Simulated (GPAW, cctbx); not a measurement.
## By hand: from a DFT structure factor to an extinction distance in Cs3CuBr6

Cs3CuBr6, Fm-3m (no. 225), a = 11.7395 Å, b = 11.7395 Å, c = 11.7395 Å, α = 90.00°, β = 90.00°, γ = 90.00°.

| atom | mult. | x | y | z |
| --- | --- | --- | --- | --- |
| Cs1 | 4 | 1/2 | 0 | 0 |
| Cs2 | 8 | 1/4 | 3/4 | 3/4 |
| Br1 | 24 | 0 | 0 | 0.7832 |
| Cu1 | 4 | 0 | 0 | 0 |

The start was made by putting kin elements into a known structure type; the compound need not exist, or be stable, in this form.

A DFT run (GPAW, PBE, 450 eV, 3×3×3 k-points, Fermi–Dirac width 0.05 eV) gives the static X-ray structure factor of 020 as 191.854 e for the conventional cell; superposed free atoms give 191.086 e. **Problem.** Find the Fourier component V of the crystal potential and the two-beam extinction distance at 80 kV in both cases.

### 1. Geometry

The cell volume is Ω = 1617.89 Å³ and d(020) = 5.8697 Å, so g = 1/d = 0.1704 Å⁻¹.

### 2. The nuclei

Electrons feel nuclei as well as electrons, so the nuclear charges are summed with the same phases.

Phase sums Σ exp(2πi h·x), turned so that the total is real and positive: Cs -4.000, Br +8.686, Cu +4.000. Then F_Z = 55 × (-4.000) + 35 × (+8.686) + 29 × (+4.000) = 200.02 e. The electron term has the same sign for this reflection.

### 3. Mott–Bethe

Poisson's equation, term by term, gives V = (e/4πε₀)(F_Z − F)/(πΩg²), with e/4πε₀ = 14.3996 V Å.

The prefactor is 14.3996 × 5.8697²/(π × 1617.89) = 0.09761 V per electron. Free atoms: (200.02 − 191.086) × 0.09761 = 0.872 V. Crystal: (200.02 − 191.854) × 0.09761 = 0.797 V. F changes by +0.40 % and V by -8.6 %: the same 0.77 e is measured against F_Z − F = 8.9 e in place of F = 191.1 e.

### 4. Extinction distance

In the two-beam case ξ = 1/(λU) with U = 2γm₀eV/h², that is ξ = 150.41 V Å²/(γλV).

At 80 kV, λ = 0.04176 Å and γ = 1.1566. Free atoms: ξ = 3571 Å. Crystal: ξ = 3907 Å. The thickness fringes go as sin²(πt/ξ), so the two patterns slip by a quarter of a period when t|1/ξ₁ − 1/ξ₀| = 1/4, at t ≈ 1039 nm, thicker than usual samples. Thermal motion, absorption and many-beam coupling, left out here, change a real pattern.

### 5. Answer

V(020) is 0.80 V against 0.87 V, and ξ is 3907 against 3571 Å. Limits: static atoms, two beams; no Hubbard U on Cu.
